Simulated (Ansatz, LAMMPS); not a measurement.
**Glassy 48SiO2-22Al2O3-15ZnO-15BaO (mol %) (126 atoms): a short ab initio trajectory**

Aim: follow glassy 48SiO2-22Al2O3-15ZnO-15BaO (mol %) (126 atoms) for a short time with forces from DFT, then look at structure and electrons in the last frame.

Program: Ansatz 0.2.0. Level of theory: Kohn-Sham DFT, PBEsol, PAW (set soft_2), plane waves. Results are calculated unless marked as measured.

**1. Set-up**

The cell holds 126 atoms: 19 Si, 18 Al, 6 Zn, 6 Ba and 77 O. Cell: a = 11.812 Å, b = 11.812 Å, c = 11.812 Å, α = 90.0°, β = 90.0°, γ = 90.0°. 126 atoms (19 Si, 18 Al, 6 Zn, 6 Ba, 77 O) placed at random at 3.28 g/cm³, melted at 4000 K for 10 ps at fixed volume with the Morse and Coulomb pair potential with partial charges (Pedone, Malavasi, Menziani, Cormack and Segre, J. Phys. Chem. B 110, 11780 (2006)). Quenched from 4000 K to 300 K at 10 K/ps and fixed volume, held 10 ps at zero pressure, then minimised at fixed cell.

Limits known from the start: The quench rate of 10 K/ps is many orders above laboratory rates, so the cell is likely richer in defects and strain than a real sample. The network of bonds at the start is that of the classical potential that made the cell. Only the Γ point is sampled, in a cell whose shortest periodic width is 12 Å. Spin–orbit coupling is left out, which matters for the levels of the heavy elements.

**2. Dynamics at 400 K**

A Nosé–Hoover thermostat steers the temperature while disturbing the dynamics little. The time step is 1.0 fs.

Input file input.yaml:

```yaml
crystal:
  lattice:
    - [11.81169, 0.0, 0.0]
    - [0.0, 11.81169, 0.0]
    - [0.0, 0.0, 11.81169]
  atoms:
    - { symbol: Si, position: [0.56987, 0.58403, 0.05528] }
    - { symbol: Si, position: [0.03621, 0.27265, 0.30201] }
    - { symbol: Si, position: [0.44364, 0.54804, 0.61823] }
    - { symbol: Si, position: [0.0857, 0.47511, 0.12586] }
    [... 116 atom lines left out ...]
    - { symbol: O, position: [0.94163, 0.43593, 0.6779] }
    - { symbol: O, position: [0.19323, 0.75677, 0.45783] }
    - { symbol: O, position: [0.73655, 0.15731, 0.42896] }
    - { symbol: O, position: [0.35362, 0.07714, 0.62619] }
    - { symbol: O, position: [0.95658, 0.072, 0.54934] }
    - { symbol: O, position: [0.6816, 0.92882, 0.83597] }
kpoints:
  mp_grid: { grid: [1, 1, 1] }
hamiltonian:
  xc: pbesol
scf:
  occupations: { method: fixed }
output:
  forces: true
md:
  timestep: 1.0
  n_steps: 113
  ensemble: nvt_nose_hoover
  temperature: 400
  initial_velocities: maxwell_boltzmann
  seed: 7795
```

Command:

```sh
> ansatz run input.yaml --threads 4 --pin off --max-ram 8192MiB --backend cpu --events-out ev --progress --plain --runs-dir out
```

Elapsed: 8.5 min, on 4 threads of AMD EPYC 9R45, shared host; peak memory 2.5 GiB.

The program notes that it switched symmetry off.

The trajectory, sampled:

```
time (fs)  T (K)  potential (meV/atom)  conserved (meV/atom)
      0.0    400                   0.0                  0.00
      8.0    359                   5.4                  0.06
     15.0    389                   1.5                  0.01
     23.0    358                   5.6                  0.05
     30.0    345                   7.3                  0.03
     38.0    306                  12.5                  0.05
     45.0    338                   8.7                  0.03
     53.0    373                   4.7                  0.05
     60.0    429                  -2.1                  0.01
     68.0    368                   6.3                  0.05
     75.0    362                   7.5                  0.03
     83.0    371                   7.1                  0.05
     90.0    390                   5.2                  0.03
     98.0    371                   8.2                  0.04
    105.0    356                  10.9                  0.05
    113.0    358                  11.3                  0.05
```

Mean square displacement from the first frame to the last: Si 0.044 Å², Al 0.037 Å², Zn 0.12 Å², Ba 0.058 Å², O 0.090 Å².

Table of mean square displacement by time lag:

```
time lag (fs)  Al (Å²)  Ba (Å²)   O (Å²)  Si (Å²)  Zn (Å²)
          1.0   3.7e-5   5.8e-6   5.6e-5   3.0e-5   1.6e-5
          3.0   3.3e-4   5.2e-5   5.0e-4   2.7e-4   1.4e-4
          5.0   9.1e-4   1.4e-4  0.00138   7.4e-4   3.9e-4
         10.0  0.00350   5.6e-4  0.00513  0.00270  0.00154
         12.0  0.00492   8.0e-4  0.00710  0.00372  0.00220
         15.0  0.00735  0.00123   0.0104  0.00536  0.00337
         17.0  0.00910  0.00157   0.0126  0.00649  0.00428
         19.0   0.0109  0.00195   0.0150  0.00762  0.00528
         24.0   0.0155  0.00305   0.0207   0.0103  0.00816
         26.0   0.0172  0.00355   0.0229   0.0114  0.00946
         29.0   0.0197  0.00437   0.0262   0.0129   0.0115
         31.0   0.0211  0.00496   0.0283   0.0138   0.0130
         33.0   0.0225  0.00558   0.0304   0.0148   0.0145
         38.0   0.0252  0.00730   0.0356   0.0172   0.0187
         40.0   0.0261  0.00804   0.0376   0.0182   0.0204
         43.0   0.0272  0.00923   0.0406   0.0196   0.0232
         45.0   0.0278   0.0101   0.0425   0.0206   0.0251
         47.0   0.0284   0.0109   0.0444   0.0215   0.0272
         52.0   0.0296   0.0132   0.0487   0.0237   0.0325
         54.0   0.0300   0.0142   0.0503   0.0246   0.0347
         57.0   0.0307   0.0158   0.0526   0.0259   0.0383
```

Over the second half of 113 fs the temperature averages 376 K, falling from about 401 to 357 K (means over the first and last quarter of that half). The conserved energy stays within 0.06 meV/atom. From first frame to last Zn has the largest mean square displacement, 0.12 Å² at the end; the farthest move is 0.67 Å. The count of bonds goes from 221 in the first frame to 219 in the last, by one set of cutoffs: 7 pairs passed out of them and 5 came within. The run spans 0.11 ps, too short for its means to be equilibrium values.

**3. Distances and neighbours late in the run**

The g(r) is a mean over the second half; what follows it is taken at the last frame.

Density 3.49 g/cm³, 13.08 Å³ an atom.

Mean of 16 frames. g(r), total and by pair (bins of 0.2 Å):

```
r (Å)  total   O-O   O-Si  O-Al  O-Ba  O-Zn  Si-Si
 1.50   0.48  0.00   2.59  0.00  0.00  0.00   0.00
 1.70   3.01  0.00  10.03  6.48  0.00  0.35   0.00
 1.90   1.00  0.00   0.03  4.23  0.00  4.34   0.00
 2.10   0.18  0.00   0.04  0.25  0.00  2.27   0.00
 2.30   0.10  0.07   0.05  0.11  0.00  0.83   0.00
 2.50   0.63  1.25   0.06  0.07  1.96  0.52   0.00
 2.70   1.52  3.46   0.04  0.09  2.74  0.29   0.00
 2.90   1.19  2.17   0.15  0.32  1.46  0.17   1.16
 3.10   1.08  1.03   0.41  0.46  1.23  0.69   3.54
 3.30   0.93  0.72   0.64  0.92  0.87  0.77   1.40
 3.50   0.91  0.72   0.98  1.06  0.99  0.61   0.13
 3.70   1.02  0.68   1.40  1.42  1.13  0.90   0.37
 3.90   1.08  0.65   1.68  1.40  0.92  1.13   0.72
 4.10   1.02  0.58   1.66  1.38  0.73  1.60   0.62
 4.30   1.09  0.68   1.50  1.76  0.87  1.33   0.28
 4.50   1.03  0.83   0.96  1.55  0.71  1.37   0.36
 4.70   0.93  1.09   0.69  0.78  1.27  0.91   0.98
 4.90   0.99  1.30   0.68  0.57  1.44  0.76   1.52
 5.10   1.08  1.52   0.79  0.53  1.52  0.72   1.84
 5.30   1.02  1.35   0.70  0.72  1.29  0.67   1.35
 5.50   0.91  1.11   0.73  0.77  0.72  0.76   1.16
 5.70   0.95  0.92   0.99  0.94  0.82  1.11   0.67
```

Bonds by pair of elements; cutoffs follow the first minimum of g(r), held within bounds set by covalent radii, and pairs that aren't listed don't count as bonded:

```
pair A-B  cutoff (Å)  bonds  mean length (Å)  spread (Å)  shortest (Å)  B about A  A about B
    O-Si        1.98     76             1.65       0.047          1.52      0.987          4
    O-Al        2.49     76             1.82       0.112          1.65      0.987       4.22
    O-Ba        3.38     45             2.82       0.269          2.46      0.584        7.5
    O-Zn        2.48     22             2.02       0.142          1.83      0.286       3.67
```

How many atoms have how many bonded neighbours:

```
element  mean   2   3   4  5  6  7  8  10
     Al  4.22   0   0  14  4  0  0  0   0
     Ba   7.5   0   0   0  0  2  1  2   1
      O  2.84  25  41   9  2  0  0  0   0
     Si     4   0   0  19  0  0  0  0   0
     Zn  3.67   0   3   2  1  0  0  0   0
```

Bond angles (no mean is given where the spread exceeds 20°):

```
  angle  count  mean (°)  spread (°)
 O-Al-O    124       108        16.8
 O-Si-O    114       109         7.7
Ba-O-Si     44         -           -
Al-O-Si     42       130          15
```

Oxygen atoms by the number of network formers (Si, P, Ge, B, Al, As, Ga) bound to them:

```
network formers bound to O  O atoms  per cent
                         0        0         0
                         1       12      15.6
                         2       55      71.4
                         3       10        13
```

Network units: each former by its oxygen neighbours and how many of them bridge to another former:

```
former  O neighbours  bridging O  atoms
    Si             4           2      1
    Si             4           3      7
    Si             4           4     11
    Al             4           3      3
    Al             4           4     11
    Al             5           5      4
```

Bond length by coordination (bonds to H left out):

```
element  coordination  atoms  mean bond length (Å)
     Al             4     14                  1.80
     Al             5      4                  1.89
     Ba             6      2                  2.75
     Ba             7      1                  2.73
     Ba             8      2                  2.86
     Ba            10      1                  2.88
      O             2     25                  1.69
      O             3     41                  1.99
      O             4      9                  2.27
      O             5      2                  2.35
     Zn             3      3                  1.96
     Zn             4      2                  2.01
     Zn             5      1                  2.12
```

Rings of the network by King's shortest-path rule, up to 12 atoms, one path for each pair of neighbours; H, halogens, alkali and alkaline-earth atoms are left out, and the last column divides by all other atoms, bonded or not:

```
ring size (atoms)  rings  per network atom
                4      6              0.05
                6     14             0.117
                8     29             0.242
               10     37             0.308
               12     28             0.233
```

For some of the pairs, g(r) has its first main peak near 2.7 Å (O-O), 1.6 Å (O-Si), 1.8 Å (O-Al), 2.6 Å (O-Ba), 1.9 Å (O-Zn) and 3.1 Å (Si-Si). Counting bonds as in the table, 78 % of Al atoms have 4, 33 % of Ba atoms have 6 and as many 8, 53 % of O atoms have 3 and all Si atoms have 4 bonded neighbours. The O-Al-O angle averages 108° with a spread of 17°. Counting bonds to Si and Al alone, not to Zn, 71 % of the oxygens join two of these atoms and 16 % one; 13 % join three. The commonest Si unit has 4 oxygens, 4 of them shared with other formers (11 of 19 atoms). Rings of 10 atoms are the most common (32 % of those counted); sizes run from 4 to 12, where the search stops.

**4. Single point at the last frame**

The last frame is solved again with fuller output, to read the electronic structure of a thermally displaced geometry.

Input file input.yaml:

```yaml
crystal:
  lattice:
    - [11.81169, 0.0, 0.0]
    - [0.0, 11.81169, 0.0]
    - [0.0, 0.0, 11.81169]
  atoms:
    - { symbol: Si, position: [0.57394, 0.59085, 0.04108] }
    - { symbol: Si, position: [0.03963, 0.27694, 0.29819] }
    - { symbol: Si, position: [0.42516, 0.54521, 0.61485] }
    - { symbol: Si, position: [0.08796, 0.48796, 0.13257] }
    [... 116 atom lines left out ...]
    - { symbol: O, position: [0.95107, 0.41515, 0.69291] }
    - { symbol: O, position: [0.16234, 0.78546, 0.4954] }
    - { symbol: O, position: [0.74736, 0.15308, 0.42486] }
    - { symbol: O, position: [0.37149, 0.09202, 0.60295] }
    - { symbol: O, position: [0.97348, 0.07367, 0.55181] }
    - { symbol: O, position: [0.68795, 0.93631, 0.84847] }
kpoints:
  mp_grid: { grid: [1, 1, 1] }
hamiltonian:
  xc: pbesol
scf:
  occupations: { method: fixed }
output:
  forces: true
  stress: true
  populations: true
  dos:
    method: { smearing: { sigma: 0.1 } }
    de: 0.1
    projected: { site_lists: { Al: [Al], Ba: [Ba], O: [O], Si: [Si], Zn: [Zn] } }
  eigenvalues: true
  write_density: true
  write_potential: true
  volumetric_format: npy
  elf: true
```

Elapsed: 14 s, on 4 threads; peak memory 2.6 GiB; 52 s of CPU time.

Numbers from this run:

```yaml
free_energy: -119436.8469 eV
free_energy_per_atom: -947.9115 eV/atom
scf_cycles: 10
pressure: -1.332 GPa
r_m_s_force_component: 0.8597 eV/Å
longest_force: 4.096 eV/Å
fermi_energy: 5.111 eV
spacing_of_highest_filled_and_lowest_empty_level: 2.803 eV
spilling_of_the_projection: 0.01172
```

Neighbours are counted within 1.98 Å (O-Si), 2.49 Å (O-Al), 3.38 Å (O-Ba), 2.48 Å (O-Zn), the cutoffs taken from the dynamics.

Length of the force by element and coordination:

```
element  coordination  atoms  mean length of the force (eV/Å)  spread  least   most
     Al           all     18                             1.46   0.606  0.474   3.11
     Al             4     14                             1.51   0.661  0.474   3.11
     Al             5      4                             1.29   0.295  0.856   1.68
     Ba           all      6                            0.843   0.340  0.456   1.40
     Ba             6      2                            0.992   0.411  0.582   1.40
     Ba             7      1                            0.971       0  0.971  0.971
     Ba             8      2                            0.505  0.0499  0.456  0.555
     Ba            10      1                             1.09       0   1.09   1.09
      O           all     77                             1.24   0.710  0.292   4.10
      O             2     25                             1.46   0.947  0.310   4.10
      O             3     41                             1.16   0.529  0.365   2.87
      O             4      9                             1.05   0.554  0.292   1.92
      O             5      2                            0.825  0.0747  0.751  0.900
     Si           all     19                             1.73   0.865  0.378   3.82
     Zn           all      6                            0.526   0.127  0.397  0.745
     Zn             3      3                            0.530   0.152  0.423  0.745
     Zn             4      2                            0.584  0.0446  0.540  0.629
     Zn             5      1                            0.397       0  0.397  0.397
```

Löwdin charges by element and coordination (they lack the spilled electrons, 0.067 e an atom on average):

```
element  coordination  atoms  mean charge (e)  spread   least    most
     Al           all     18             1.26  0.0486    1.16    1.36
     Al             4     14             1.27  0.0393    1.20    1.36
     Al             5      4             1.23   0.066    1.16    1.32
     Ba           all      6             1.89  0.0238    1.85    1.92
     Ba             6      2             1.90  0.0032    1.90    1.91
     Ba             7      1             1.92       0    1.92    1.92
     Ba             8      2             1.86  0.0083    1.85    1.87
     Ba            10      1             1.91       0    1.91    1.91
      O           all     77           -0.855  0.0754   -1.07  -0.747
      O             2     25           -0.812  0.0505  -0.925  -0.747
      O             3     41           -0.865  0.0727   -1.07  -0.772
      O             4      9           -0.898  0.0706   -1.00  -0.794
      O             5      2            -1.00  0.0045   -1.01      -1
     Si           all     19             1.66  0.0491    1.57    1.72
     Zn           all      6             1.47   0.022    1.44    1.51
     Zn             3      3             1.46  0.0132    1.44    1.47
     Zn             4      2             1.49  0.0171    1.47    1.51
     Zn             5      1             1.49       0    1.49    1.49
```

Density of states as counts of states in windows of 1 eV (from the Fermi level), total and the larger projections:

```
from (eV)  to (eV)  total   O p  Zn d
      -10       -9    7.7   5.0   0.0
       -9       -8   11.9   8.0   0.1
       -8       -7   18.0  12.3   0.6
       -7       -6   42.4  26.8   7.1
       -6       -5   85.8  40.5  33.8
       -5       -4   66.1  45.2   9.8
       -4       -3   77.8  64.9   3.1
       -3       -2   88.2  78.7   2.3
       -2       -1   94.4  86.9   2.3
       -1        0   29.1  27.2   0.4
        0        1    0.7   0.7   0.0
        1        2    0.0   0.0   0.0
        2        3    2.0   0.2   0.0
        3        4    2.2   0.4   0.0
        4        5   15.2   2.0   0.1
```

With fixed occupations the program's Fermi level is the highest filled level; weight inside the gap is the broadening of levels at its edges.

Between -26 and -10 eV lie 200 more states.

The levels nearest the highest filled one (over half full), pooled over k-points and spins:

```
level less the highest filled one (eV)  occupation
                                -0.610           2
                                -0.583           2
                                -0.535           2
                                -0.407           2
                                -0.208           2
                                     0           2
                                  2.80           0
                                  3.83           0
                                  4.12           0
                                  4.17           0
                                  4.46           0
                                  4.65           0
```

Mean Löwdin charges: Al +1.26, Ba +1.89, O -0.86, Si +1.66, Zn +1.47 e (they miss 1.2 % of the electrons, so they add up to more than the cell's charge).

**5. Summary of results**

```json
{
 "mean temperature, second half": "376.1 K",
 "temperature swing, second half": "21.48 K",
 "slope of the conserved energy against time, by least squares": "0.1133 meV/atom/ps",
 "free energy per atom": "-947.9115 eV/atom",
 "pressure": "-1.332 GPa",
 "r.m.s. force component": "0.8597 eV/Å",
 "gap (highest filled to lowest empty level)": "2.803 eV",
 "wall time of the 2 DFT runs": "8.7 min"
}
```

**Reading.** Over the second half of 113 fs the temperature averages 376 K, falling from about 401 to 357 K (means over the first and last quarter of that half). The conserved energy stays within 0.06 meV/atom. The count of bonds goes from 221 in the first frame to 219 in the last, by one set of cutoffs: 7 pairs passed out of them and 5 came within. The run spans 0.11 ps, too short for its means to be equilibrium values. Counting bonds as in the table, 78 % of Al atoms have 4, 33 % of Ba atoms have 6 and as many 8, 53 % of O atoms have 3 and all Si atoms have 4 bonded neighbours. Counting bonds to Si and Al alone, not to Zn, 71 % of the oxygens join two of these atoms and 16 % one; 13 % join three. Between filled and empty levels lie 2.80 eV (at Γ alone); a semilocal functional tends to put such gaps too low. In a disordered cell it changes from sample to sample, and tail or defect levels can set it.

**Limits.** The starting topology of bonds comes from the classical model; in DFT 7 of its 221 bonded pairs passed out of the cutoffs and 5 came within them. The pressure of a single frame lacks the kinetic term, about 0.40 GPa here.

[Logs are printed without paths, hosts, clocks, repeated set-up lines and the standing remarks that a program may print on its own settings, such as how far it seeks lower states.]

[Hosts, paths, dates, database ids (printed as entryN), source tags and the programs' standing remarks are cut or masked in the printed files.]
